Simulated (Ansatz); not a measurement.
# (BP)2(AlN)2 [001] superlattice, zinc blende: following an unstable mode, part 2 of 2

Which phase does (BP)2(AlN)2 [001] superlattice, zinc blende fall into along its unstable mode, and how much energy does it gain?

Ansatz 0.2.0; DFT LDA, scalar-relativistic, plane waves, PAW.

So far. Step 4 (The mode frozen in, largest atomic shift 0.04 Å): The run ends at a pressure of 0.12 GPa, with forces up to 0.038 eV/Å. Step 5 (Energy along the mode, all amplitudes (two of the runs …): The lowest step is at 0.04 Å, 0.031 meV/atom below the parent, and the energy rises beyond it.

The structure was built from a prototype and need not be the compound's stable phase.

### 7. The new phase in its own primitive cell

The relaxed structure is symmetrised, reduced to its primitive cell and relaxed tightly, as its phonons need.

Contents of input.yaml:

```yaml
crystal:
  lattice:
    - [3.3220417605, 0.0, 0.0]
    - [0.0, 3.1727661068, 0.0]
    - [-1.5614046234, 0.0, 9.2771579451]
  atoms:
    - { symbol: Al, position: [0.9563419984, 0.0, 0.4694211862] }
    - { symbol: Al, position: [0.3524531708, 0.5, 0.2479570957] }
    - { symbol: B, position: [0.2126938497, 0.0, 0.9987474805] }
    - { symbol: B, position: [0.5917316933, 0.5, 0.7585725166] }
    - { symbol: "N", position: [0.9044163288, 0.5, 0.3597176416] }
    - { symbol: "N", position: [0.3015203118, 0.0, 0.1461274517] }
    - { symbol: P, position: [0.1477632893, 0.5, 0.8792772396] }
    - { symbol: P, position: [0.5366734245, 0.0, 0.6401793883] }
kpoints:
  mp_grid: { grid: [10, 10, 4] }
hamiltonian:
  xc: lda
scf:
  occupations: { method: methfessel_paxton, width: 0.15 }
output:
  forces: true
  stress: true
  eigenvalues: true
relax:
  adjacent_minimum: "off"
  f_tol: 0.001
  max_steps: 60
  cell: { stress_tol: 0.01 }
```

Started as:

```bash
$ ansatz run input.yaml --threads 8 --pin off --max-ram 14336MiB --backend cpu --events-out ev --progress --plain --runs-dir out
```

Elapsed: 53 s, on 8 threads of Arm Neoverse V2, shared host; peak memory 0.65 GiB.

Step by step:

```
step  energy less that of the first step (eV)  largest force component (eV/Å)  pressure (GPa)  volume (Å³)
   1                                   0.0000                          0.0013            0.00        97.78
   2                                   0.0000                          0.0013            0.00        97.79
   3                                   0.0000                          0.0025            0.00        97.79
   4                                   0.0000                          0.0033           -0.01        97.80
   5                                   0.0000                          0.0104           -0.01        97.80
  6*                                   0.0000                          0.0066           -0.01        97.80
   7                                   0.0000                          0.0027            0.00        97.80
   8                                   0.0000                          0.0017            0.00        97.80
   9                                   0.0000                          0.0006            0.00        97.80
 10*                                  -0.0001                          0.0006            0.00        97.80
  11                                  -0.0001                          0.0004            0.00        97.80
  12                                  -0.0001                          0.0045            0.00        97.81
  13                                  -0.0001                          0.0016            0.00        97.80
  14                                  -0.0001                          0.0002            0.00        97.81
 15*                                  -0.0001                          0.0002            0.00        97.81
```

Relaxation steps marked * repeat the geometry before them on a plane-wave basis chosen anew for their cell, so energy and pressure can jump there.

The run keeps the 2 symmetry operations that the program found, so distortions that break them were not tested.

```
     cell as run  before   after  change
           a (Å)   3.322   3.322  +0.0 %
           b (Å)   3.173   3.173  -0.0 %
           c (Å)   9.408   9.422  +0.2 %
           β (°)   99.55  100.00  +0.4 %
volume (Å³/atom)   12.22   12.23  +0.0 %
```

The atoms that moved most (Å, as changes of fractional coordinates times the final cell):

```
atom      dx     dy      dz  length
  P7   0.027  0.000  -0.001   0.027
 Al2  -0.023  0.000   0.001   0.023
  N6  -0.023  0.000   0.001   0.023
  B4   0.017  0.000   0.000   0.017
  B3   0.015  0.000   0.000   0.015
  N5  -0.013  0.000   0.000   0.013
  P8   0.006  0.000   0.000   0.006
 Al1  -0.006  0.000   0.000   0.006
```

Final coordinates:

```
Al B N P
1.0
     3.32215    0.00000   -0.01328
     0.00000    3.17276    0.00000
    -1.59854    0.00000    9.28549
Al B N P
2 2 2 2
Direct
  0.95454 0.00000 0.46944
  0.34557 0.50000 0.24801
  0.21704 0.00000 0.99870
  0.59674 0.50000 0.75853
  0.90044 0.50000 0.35976
  0.29466 0.00000 0.14620
  0.15597 0.50000 0.87921
  0.53862 0.00000 0.64016
```

Read from the output:

```
pressure           : 4.56e-4 GPa
volume per atom    : 12.23 Å³
gap on the k-mesh  : 0.1637 eV
direct gap on mesh : 0.7256 eV
```

The largest force component left is 0.19 meV/Å and the pressure is 0.000 GPa, within the tolerances set. The cell now holds 12.23 Å³/atom.

### 8. Modes of the new phase, k-mesh 10×10×4

A relaxed structure may still be a saddle point, so its zone-centre modes are computed. No field response is asked.

Contents of input.yaml:

```yaml
crystal:
  lattice:
    - [3.3221477091, 0.0, -0.0132806099]
    - [0.0, 3.1727604897, 0.0]
    - [-1.5985419483, 0.0, 9.2854861499]
  atoms:
    - { symbol: Al, position: [0.9545449938, 0.0, 0.4694377055] }
    - { symbol: Al, position: [0.3455722857, 0.5, 0.2480138866] }
    - { symbol: B, position: [0.2170436632, 0.0, 0.9986999357] }
    - { symbol: B, position: [0.5967376408, 0.5, 0.7585275599] }
    - { symbol: "N", position: [0.9004437421, 0.5, 0.359755917] }
    - { symbol: "N", position: [0.2946645258, 0.0, 0.1462011728] }
    - { symbol: P, position: [0.1559699411, 0.5, 0.8792076604] }
    - { symbol: P, position: [0.538617274, 0.0, 0.6401561623] }
kpoints:
  mp_grid: { grid: [10, 10, 4] }
hamiltonian:
  xc: lda
scf:
  occupations: { method: methfessel_paxton, width: 0.15 }
output:
  eigenvalues: true
phonons:
  method: dfpt
```

It took 75 s on 8 threads; peak memory 1.4 GiB; 8.7 min of CPU time.

Read from the output:

```
sum-rule residual before enforcement                    : 7.76e-5 eV/Å²
point group                                             : m
highest optical mode at the zone centre (no LO-TO term) : 1429 cm⁻¹
lowest optical zone-centre mode                         : 124.7 cm⁻¹
```

Patterns of degenerate modes are one choice out of their space. Modes at Γ, with each element's share of the kinetic energy:

```
mode  frequency (cm⁻¹)  symmetry  Al %  B %  N %  P %
   1               0.0  acoustic    33   13   17   37
   2               0.0  acoustic    33   13   17   37
   3               0.0  acoustic    33   13   17   37
   4             124.7        A'    24   14   12   50
   5             182.1        A'    35    3   17   45
   6             186.2       A''    36   11   14   39
   7             234.6       A''    12   22    5   61
   8             282.3       A''    61    3   22   13
   9             316.3        A'    24   12   61    4
  10             332.6        A'    38   10   15   38
  11             356.8        A'    38    8   13   40
  12             435.9        A'    59    2    6   34
  13             472.6        A'     2   83   13    1
  14             530.9        A'    42    1    3   54
  15             539.5        A'    23    1   72    4
  16             640.3        A'     1   71    3   25
  17             647.7        A'    22    5   70    3
  18             665.7        A'    27   24   39   11
  19             684.8       A''    25    0   75    0
  20             739.4       A''    13   50   19   18
  21             750.6        A'     0   81    1   18
  22             766.0       A''    18   35   36   11
  23             831.6       A''     3   64   13   19
  24            1429.4        A'     0   58   42    0
```

Displacements in mode 4 (124.7 cm⁻¹), the largest set to 1:
```
Al1 -0.33  0.00  0.00
Al2 -0.67  0.00  0.01
B3   0.50  0.00  0.00
B4   0.77  0.00 -0.01
N5  -0.52  0.00  0.01
N6  -0.53  0.00  0.01
P7   1.00  0.00 -0.01
P8  -0.10  0.00  0.00
```

Displacements in mode 24 (1429.4 cm⁻¹), the largest set to 1:
```
Al1  0.00  0.00 -0.03
Al2  0.00  0.00  0.01
B3   0.01  0.00  1.00
B4   0.00  0.00 -0.03
N5   0.00  0.00  0.06
N6  -0.01  0.00 -0.74
P7   0.00  0.00 -0.03
P8   0.00  0.00  0.01
```

Before it was imposed, the acoustic sum rule was missed by 7.8e-5 eV/Å². Small misses are needed for a sound result but don't prove that mesh and cutoff are converged. The lowest optical mode is real, 125 cm⁻¹.

### 9. The phases reached

The phases reached along the modes that were followed are set side by side.

Energies are those of the first relaxation, on the mesh of the frozen mode; space group, volume and gap are those of the last relaxation. Phases, by row:

```
         mode frozen in  space group  energy from parent (meV/atom)  volume (Å³/atom)  gap on mesh (eV)  lowest zone-centre optical mode (cm⁻¹)  largest shift (Å)
                 parent         Pmm2                              0             10.97                 0                                       –                  –
q = (0, 0, 0), 79i cm⁻¹           Pm                         -39.18             12.23             0.164                                   124.7              0.778
```

### 10. Summary of results

```
unstable mode of the parent                                                      : q = (0, 0, 0), 79i cm⁻¹
depth at the lowest point sampled                                                : 0.031 meV/atom
largest atomic shift at that point                                               : 0.04 Å
space group reached                                                              : Pm
energy gained over the parent (first relaxation, on the mesh of the frozen mode) : 39.2 meV/atom
volume per atom, phase reached                                                   : 12.2 Å³
gap on the k-mesh, phase reached                                                 : 0.164 eV
lowest optical zone-centre mode, phase reached                                   : 125 cm⁻¹
highest optical mode at the zone centre (no LO-TO term), phase reached           : 1429 cm⁻¹
```

**Reading.** Along this mode the structure falls into Pm, 39.2 meV/atom below the parent. At the parent's cell the well is 0.031 meV/atom deep on the steps tried, with its lowest point at a shift of 0.04 Å. Relaxing atoms and cell changes the gain by +39.15 meV/atom against the lowest step (energies at zero smearing). Most of the total comes from this relaxation. The new phase has no imaginary mode at the zone centre of its cell; other wavevectors were not checked. So shallow a well is near the error of the k mesh. Each path keeps the symmetry of its pattern, so a lower phase may lie along a pattern not tried. With no gap, or one that is small against the smearing, the frequencies hang on the k mesh and the smearing, most of all near Kohn anomalies. The volume moved by more than a tenth on the k mesh of the start, so the energy gain is rough. A semilocal functional can close a gap that the real compound would have, so the metallic treatment may be an artefact of the level. The starting cell was built on a prototype and not taken from a measurement, so the phase need not exist.

[Long decimals in the printed logs are rounded to 6 places.]

[Logs are printed without paths, hosts, clocks, repeated set-up lines and the standing remarks that a program may print on its own settings, such as how far it seeks lower states.]

[Hosts, paths, dates, database ids (printed as entryN), source tags and the programs' standing remarks are cut or masked in the printed files.]

[Where the starting crystal was built by hand or by swapping elements, it need not be the compound's stable phase.]
